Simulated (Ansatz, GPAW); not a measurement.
**Dielectric function and optical constants of KVS3 (model structure)**

Aim: the dielectric function of KVS3 (model structure), and the optical constants that follow from it. The structure is a model built here, which may or may not match a known phase. It was built so: All O replaced by S and Ta replaced by V in the Pm-3m structure of KTaO3. The cell is first relaxed with Ansatz.

Program: GPAW 26.7.0. Level of theory: DFT, RPBE, plane-wave PAW (GPAW data sets), scalar-relativistic, RPA, optical limit. Results are calculated unless marked as measured.

Report form: the programs' logs are mostly left out.

**1. Starting point**

It takes space group Pm-3m (No. 221, cubic). The conventional cell has a = 4.617 Å, b = 4.617 Å, c = 4.617 Å, α = 90.00°, β = 90.00°, γ = 90.00°. V has 6 S at 2.31 Å nearest. Nearest to K lie 12 S at 3.26 Å. Nearest to S lie 2 V at 2.31 Å and 4 K at 3.26 Å. All O replaced by S and Ta replaced by V in the Pm-3m structure of KTaO3. Farther neighbours and most contacts between anions are not listed.

**2. Relaxation**

The structure was built or cut out here, so it is relaxed before any spectrum is computed.

This step: DFT, RPBE, plane-wave PAW, default files, scalar-relativistic, relaxation (Ansatz 0.2.0).

Contents of input.yaml:

```yaml
crystal:
  lattice:
    - [4.61692872, 0.0, 0.0]
    - [0.0, 4.61692872, 0.0]
    - [0.0, 0.0, 4.61692872]
  atoms:
    - { symbol: V, position: [0.0, 0.0, 0.0], spin: 2.0 }
    - { symbol: K, position: [0.5, 0.5, 0.5] }
    - { symbol: S, position: [0.0, 0.0, 0.5] }
    - { symbol: S, position: [0.0, 0.5, 0.0] }
    - { symbol: S, position: [0.5, 0.0, 0.0] }
magnetization:
  spin_polarized: true
kpoints:
  mp_grid: { grid: [5, 5, 5] }
scf:
  occupations: { method: fermi_dirac, width: 0.05 }
hamiltonian:
  xc: rpbe
output:
  forces: true
  stress: true
  write_density: true
  write_potential: true
  elf: true
  volumetric_format: npy
relax:
  f_tol: 0.02
  max_steps: 50
  cell: {}
```

Launch:

```bash
$ ansatz run input.yaml --threads 1 --pin off --max-ram 4096MiB --backend cpu --events-out ev --progress --plain --runs-dir out
```

The job ended after 20 s (1 thread of Arm Neoverse V2, shared host; peak memory 0.39 GiB).

The steps of the relaxation:

| step | energy less that of the first step (eV) | largest force component (eV/Å) | pressure (GPa) | volume (Å³) |
| --- | --- | --- | --- | --- |
| 1 | 0.0000 | 0.0000 | 6.17 | 98.41 |
| 2 | -0.1401 | 0.0000 | 1.53 | 104.46 |
| 3 | -0.1513 | 0.0000 | 0.19 | 106.62 |
| 4 | -0.1514 | 0.0000 | 0.00 | 106.96 |
| 5* | -0.1525 | 0.0000 | 0.01 | 106.96 |

Relaxation steps marked * repeat the geometry before them on a plane-wave basis chosen anew for their cell, so energy and pressure can jump there.

Forces are held to the 48 operations that the run works with; a distortion that breaks them can't arise in this run.

| conventional cell, symmetrised | before | after | change |
| --- | --- | --- | --- |
| a (Å) | 4.617 | 4.747 | +2.8 % |
| b (Å) | 4.617 | 4.747 | +2.8 % |
| c (Å) | 4.617 | 4.747 | +2.8 % |
| volume (Å³/atom) | 19.68 | 21.39 | +8.7 % |

The relaxed structure:

```
V K S
1.0
     4.74681    0.00000    0.00000
     0.00000    4.74681    0.00000
     0.00000    0.00000    4.74681
V K S
1 1 3
Cartesian
  0.0000 0.0000 0.0000
  2.3734 2.3734 2.3734
  0.0000 0.0000 2.3734
  0.0000 2.3734 0.0000
  2.3734 0.0000 0.0000
```

The relaxation ends with a pressure of 0.01 GPa.

**3. Ground state**

First the ground state: is it a metal or has it a gap?

This step: DFT, RPBE, plane-wave PAW (GPAW data sets), scalar-relativistic, ground state (GPAW 26.7.0).

Contents of gs.py:

```python
from ase import Atoms
from ase.dft.bandgap import bandgap
from gpaw import GPAW, PW, FermiDirac

atoms = Atoms(['V', 'K', 'S', 'S', 'S'],
              cell=[[4.746809753500, 0.000000000000, 0.000000000000],
                    [0.000000000000, 4.746809753500, 0.000000000000],
                    [0.000000000000, 0.000000000000, 4.746809753500]],
              scaled_positions=[[1.000000000000, 0.000000000000, 1.000000000000],
                                [0.500000000000, 0.500000000000, 0.500000000000],
                                [1.000000000000, 0.000000000000, 0.500000000000],
                                [1.000000000000, 0.500000000000, 0.000000000000],
                                [0.500000000000, 0.000000000000, 0.000000000000]],
              pbc=[True, True, True])
atoms.set_initial_magnetic_moments([2.0, 0.0, 0.0, 0.0, 0.0])
atoms.calc = GPAW(mode=PW(500), xc='RPBE', kpts={'size': (5, 5, 5), 'gamma': True},
                  occupations=FermiDirac(0.05), maxiter=150, txt='gs.txt')
print('energy (eV)', atoms.get_potential_energy())
print('Fermi level (eV)', atoms.calc.get_fermi_level())
print('valence electrons', atoms.calc.get_number_of_electrons())
print('gap (eV)', bandgap(atoms.calc, output=None)[0])
print('direct gap (eV)', bandgap(atoms.calc, direct=True, output=None)[0])
print('moments', atoms.get_magnetic_moments().round(3).tolist())
atoms.calc.write('gs.gpw')
```

Launch:

```bash
$ OMP_NUM_THREADS=1 python gs.py
```

It took 34 s on 1 thread; peak memory 0.2 GiB.

Read-outs, printed or worked out from the files:

- energy: -23.85 eV
- Fermi energy: 4.828 eV
- electrons: 40
- site moments: 0.419, -0.001, -0.129, -0.129, -0.129 μB

There are states at the Fermi level within the smearing, so the occupations stay smeared and the carriers get a Drude term.

**4. Bands for the response**

At the fixed density, many empty bands are solved on the mesh of the response, since the spectrum sums over them.

This step: DFT, RPBE, plane-wave PAW (GPAW data sets), scalar-relativistic, bands at fixed density (GPAW 26.7.0).

Contents of nscf.py:

```python
from ase.dft.bandgap import bandgap
from gpaw import GPAW, FermiDirac

calc = GPAW('gs.gpw').fixed_density(kpts={'size': (8, 8, 8), 'gamma': True}, nbands=62, convergence={'bands': 56},
                                    occupations=FermiDirac(0.05), txt='nscf.txt')
print('gap (eV)', bandgap(calc, output=None)[0])
print('direct gap (eV)', bandgap(calc, direct=True, output=None)[0])
print('top band over the Fermi level (eV)', min(calc.get_eigenvalues(kpt=k)[55] for k in range(len(calc.get_ibz_k_points()))) - calc.get_fermi_level())
calc.write('full.gpw', mode='all')
```

Launch:

```bash
$ OMP_NUM_THREADS=1 python nscf.py
```

It took 3.3 min on 1 thread; peak memory 0.4 GiB.

**5. Dielectric function, RPA**

Local fields let the induced charge screen the field inside the cell, which as a rule lowers ε, most along directions where the density is uneven.

This step: DFT, RPBE, plane-wave PAW (GPAW data sets), scalar-relativistic, RPA, optical limit (GPAW 26.7.0).

Contents of df.py:

```python
from gpaw.response.df import DielectricFunction

df = DielectricFunction('full.gpw', frequencies={'type': 'nonlinear', 'domega0': 0.03, 'omega2': 8},
                        ecut=50,
                        eta=0.05,
                        nbands=56,
                        rate=0.05,
                        txt='df.txt')
for direction in ['x']:
    df.get_dielectric_function(xc='RPA', direction=direction, filename=f'df_{direction}.csv')
```

Launch:

```bash
$ OMP_NUM_THREADS=1 python df.py
```

It took 37 s on 1 thread; peak memory 0.46 GiB.

The Im ε, E ∥ x has structure finer than the step of the table below, so its rows give means over 0.5 eV, whole bins alone (the curve runs from 0.305 to 15.0 eV). Peaks (eV: height): 0.75: 40.0.

Sum at mesh points, not converged in k. Table of Im ε, E ∥ x by photon energy; means over each step:

photon energy (eV), Im ε, E ∥ x and a bar:
```
      1.0       26.2 ##############################
      1.5       12.8 ##############
      2.0        6.3 ######
      2.5        4.1 ####
      3.0        3.1 ##
      3.5        2.4 ##
      4.0        4.6 ####
      4.5        4.2 ####
      5.0        2.7 ##
      5.5        1.4 
      6.0        1.7 #
      6.5        1.6 #
      7.0        2.3 #
      7.5        3.0 ##
      8.0        3.1 ##
      8.5        2.4 ##
      9.0        2.5 ##
      9.5        2.4 ##
     10.0        2.5 ##
     10.5        2.4 ##
     11.0        2.4 ##
     11.5        2.1 #
     12.0        1.7 #
     12.5        1.6 #
     13.0        1.4 
     13.5        1.2 
     14.0        1.2 
     14.5        1.0
```

Values under 1 per cm are given as 1; sum at mesh points, not converged in k. Absorption coefficient, E ∥ x against photon energy:

```
photon energy (eV)  absorption coefficient, E ∥ x (1/cm)
             0.492                                 3.1e5
             1.010                                 4.1e5
             1.486                                 5.0e5
             1.985                                 6.0e5
             2.508                                 3.7e5
             3.018                                 4.2e5
             3.510                                 2.5e5
             3.980                                 5.0e5
             4.516                                 7.1e5
             4.981                                 6.7e5
             5.515                                 3.4e5
             6.021                                 3.7e5
             6.494                                 2.8e5
             6.985                                 4.9e5
             7.496                                 6.3e5
             8.026                                 9.1e5
             8.516                                 7.4e5
             9.023                                 7.8e5
             9.483                                 8.6e5
            10.026                                 1.1e6
            10.519                                 9.9e5
            11.029                                 1.2e6
            11.479                                 1.2e6
            12.023                                 1.1e6
            12.504                                 1.1e6
            13.000                                 9.9e5
            13.512                                 9.6e5
            14.040                                 9.6e5
            14.493                                 8.6e5
```

The reflectivity at normal incidence, E ∥ x has structure finer than the step of the table below, so its rows give means over 0.5 eV, whole bins alone (the curve runs from 0.305 to 15.0 eV). Peaks (eV: height): 1.25: 71.3, 1.77: 67.9, 2.06: 68.1, 2.70: 43.1, 4.38: 37.6, 5.12: 31.6, 11.56: 21.1.

Sum at mesh points, not converged in k. Reflectivity at normal incidence, E ∥ x against photon energy; means over each step:

photon energy (eV), reflectivity at normal incidence, E ∥ x (%) and a bar from the least value:
```
      1.0       66.5 ##############################
      1.5       63.5 ############################
      2.0       61.6 ###########################
      2.5       40.2 ################
      3.0       32.3 ############
      3.5       15.4 ####
      4.0       23.2 ########
      4.5       32.6 #############
      5.0       27.1 ##########
      5.5       11.9 ##
      6.0        8.9 
      6.5        8.2 
      7.0       11.9 ##
      7.5       15.5 ####
      8.0       19.2 ######
      8.5       14.8 ###
      9.0       14.2 ###
      9.5       15.1 ####
     10.0       16.4 ####
     10.5       15.9 ####
     11.0       19.3 ######
     11.5       19.1 ######
     12.0       17.9 #####
     12.5       16.0 ####
     13.0       14.7 ###
     13.5       14.2 ###
     14.0       11.5 ##
     14.5       10.7 #
```

The Im ε, E ∥ x has structure finer than the step of the table below, so its rows give means over 0.5 eV, whole bins alone (the curve runs from 0.305 to 15.0 eV). Peaks (eV: height): without local fields 0.75: 41.0; with local fields 0.75: 40.0.

Sum at mesh points, not converged in k. The Im ε, E ∥ x by photon energy; means over each step:

| photon energy (eV) | without local fields | with local fields |
| --- | --- | --- |
| 1.0 | 26.9 | 26.2 |
| 1.5 | 12.9 | 12.8 |
| 2.0 | 6.26 | 6.26 |
| 2.5 | 4.02 | 4.15 |
| 3.0 | 2.99 | 3.14 |
| 3.5 | 2.28 | 2.39 |
| 4.0 | 4.66 | 4.65 |
| 4.5 | 3.99 | 4.19 |
| 5.0 | 2.57 | 2.68 |
| 5.5 | 1.50 | 1.44 |
| 6.0 | 1.79 | 1.67 |
| 6.5 | 1.85 | 1.58 |
| 7.0 | 2.86 | 2.27 |
| 7.5 | 3.91 | 2.95 |
| 8.0 | 3.98 | 3.11 |
| 8.5 | 3.27 | 2.35 |
| 9.0 | 3.97 | 2.48 |
| 9.5 | 3.86 | 2.41 |
| 10.0 | 3.80 | 2.48 |
| 10.5 | 3.88 | 2.43 |
| 11.0 | 3.34 | 2.39 |
| 11.5 | 3.07 | 2.13 |
| 12.0 | 2.66 | 1.69 |
| 12.5 | 2.35 | 1.59 |
| 13.0 | 1.81 | 1.45 |
| 13.5 | 1.61 | 1.23 |
| 14.0 | 1.56 | 1.24 |
| 14.5 | 1.36 | 1.04 |

The loss function −Im 1/ε at q → 0, E ∥ x has structure finer than the step of the table below, so its rows give means over 0.25 eV, whole bins alone (the curve runs from 0.305 to 15.0 eV). Peaks (eV: height): 3.468: 0.475, 5.367: 0.784, 8.516: 0.418, 13.774: 0.853, 14.402: 0.925.

Sum at mesh points, not converged in k. Loss function −Im 1/ε at q → 0, E ∥ x against energy loss; means over each step:

energy loss (eV), loss function −Im 1/ε at q → 0, E ∥ x and a bar:
```
     0.50      0.018 
     0.75      0.027 
     1.00      0.035 #
     1.25      0.036 #
     1.50      0.059 #
     1.75      0.063 ##
     2.00      0.077 ##
     2.25      0.148 ####
     2.50      0.230 #######
     2.75      0.198 ######
     3.00      0.300 ##########
     3.25      0.386 #############
     3.50      0.364 ############
     3.75      0.194 ######
     4.00      0.168 #####
     4.25      0.165 #####
     4.50      0.242 ########
     4.75      0.335 ###########
     5.00      0.332 ###########
     5.25      0.593 ####################
     5.50      0.581 ###################
     5.75      0.438 ##############
     6.00      0.362 ############
     6.25      0.381 ############
     6.50      0.231 #######
     6.75      0.225 #######
     7.00      0.250 ########
     7.25      0.218 #######
     7.50      0.227 #######
     7.75      0.230 #######
     8.00      0.309 ##########
     8.25      0.349 ###########
     8.50      0.386 #############
     8.75      0.358 ############
     9.00      0.311 ##########
     9.25      0.335 ###########
     9.50      0.377 ############
     9.75      0.338 ###########
    10.00      0.377 ############
    10.25      0.391 #############
    10.50      0.380 ############
    10.75      0.360 ############
    11.00      0.422 ##############
    11.25      0.461 ###############
    11.50      0.450 ###############
    11.75      0.521 #################
    12.00      0.608 ####################
    12.25      0.613 ####################
    12.50      0.616 #####################
    12.75      0.673 #######################
    13.00      0.670 ######################
    13.25      0.695 #######################
    13.50      0.810 ###########################
    13.75      0.816 ###########################
    14.00      0.709 ########################
    14.25      0.802 ###########################
    14.50      0.890 ##############################
    14.75      0.788 ###########################
```

Optical constants at common wavelengths, from n + ik = √ε:

```
wavelength (nm)     n      k  R (%)    1/α
           1064  2.73  4.505   68.1  19 nm
            800  1.91  3.225   59.5  20 nm
            633  1.46  2.901   59.6  17 nm
            450  1.19  1.733   38.9  21 nm
            405  1.08  1.428   32.1  23 nm
            308  1.93  1.308   25.0  19 nm
            193  1.38  0.429    5.6  36 nm
```

A polished face would reflect 54 % of daylight and look orange (CIE x = 0.362, y = 0.358 under D65).

**6. Results**

In words: At this level (RPBE, RPA) KVS3 is a metal. The mesh is too coarse to trust the carriers' weight, the reflectivity or the colour to better than tens of per cent. The cell grew by 8.7 % in volume. A polished face would reflect 54 % of daylight and look orange (CIE x = 0.362, y = 0.358 under D65). The carriers' damping of 0.05 eV is typed, not computed; it shapes the response at the lowest energies. The magnetic state comes from one start and need not be the lowest. In this version of GPAW the matrix elements of the optical limit are incomplete, which can lower ε − 1 by up to a tenth where first-row anions or d states rule, and shift it by more in d metals. GPAW's carrier term has the form −ωp²/(ω + i·rate)², which damps like twice the rate and fails at low energy, so the curves leave the lowest energies out. The sum runs over mesh points 0.17 Å⁻¹ apart with no interpolation, so peaks are partly noise of the mesh, and the Drude plasma energy, a sum over the Fermi surface, isn't converged.

[Machine, clock and banner lines and Python warnings are left out of the logs.]

[Logs are printed without paths, hosts, clocks, repeated set-up lines and the standing remarks that a program may print on its own settings, such as how far it seeks lower states.]

[Hosts, paths, dates, database ids (printed as entryN), source tags and the programs' standing remarks are cut or masked in the printed files.]
